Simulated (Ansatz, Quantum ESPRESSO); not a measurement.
**WS2 [001], 2H: pulling along c**

The c axis is held at a set length while the cell relaxes sideways. How do the lateral strain and the stress follow? The strained cell has c along the load; unstrained it is a = 3.1542 Å, b = 3.1542 Å, c = 12.1389 Å, α = 90.00°, β = 90.00°, γ = 120.00°, with 6 atoms.

Calculated with Ansatz 0.2.0, PBE-D3(BJ), PAW files of the set soft_1, cutoff 600 eV, Fermi–Dirac smearing 0.02 eV, k-mesh 10×10×3, no spin polarisation, no spin-orbit coupling.

Relaxed positions at 0 %:

```
atom       x       y       z
   W  0.3333  0.6667  0.2500
   W  0.6667  0.3333  0.7500
   S  0.3333  0.6667  0.6203
   S  0.6667  0.3333  0.1203
   S  0.3333  0.6667  0.8797
   S  0.6667  0.3333  0.3797
```

```
ε_c (%)   a (Å)    c (Å)  ε_a (%)  σ (GPa, tension positive)
     −3  3.1585  11.7747    0.137                      −2.55
     −2  3.1568  11.8961    0.083                      −1.56
     −1  3.1554  12.0175    0.037                      −0.71
      0  3.1542  12.1389    0.000                      −0.01
      2  3.1524  12.3817   −0.056                       1.07
      3  3.1518  12.5031   −0.076                       1.47
```

**Question.** Fit both responses and give the free strain and the stress at +1 %, a row left out above.

Least squares with y = y0 + y1 ε + y2 ε² (ε in %) gives ε_a = −0.001 + (−0.0352) ε + (0.0035) ε² and σ = 0.00 + (0.666) ε + (−0.060) ε² GPa. The linear terms put the ratio of free to applied strain at −0.035 and the Young modulus at 67 GPa.

At +1 % the free strain comes out as −0.032 %. The run itself gives −0.031 %, so the estimate misses by 0.001 %, a rounding's worth.

The stress comes out as 0.61 GPa. The run itself gives 0.59 GPa, so the estimate misses by 0.02 GPa; the fitted rows themselves lie up to 0.02 GPa off the law.

The negative ε² term means that the crystal stiffens in compression and softens in tension.

The same fit over all rows at other levels or in other programs gives the strain ratio = −0.035 with PBE-D3(BJ) (Quantum ESPRESSO, PseudoDojo) and −0.040 with PBE-D3(BJ) (Quantum ESPRESSO, GBRV).

[Logs are printed without paths, hosts, clocks, repeated set-up lines and the standing remarks that a program may print on its own settings, such as how far it seeks lower states.]
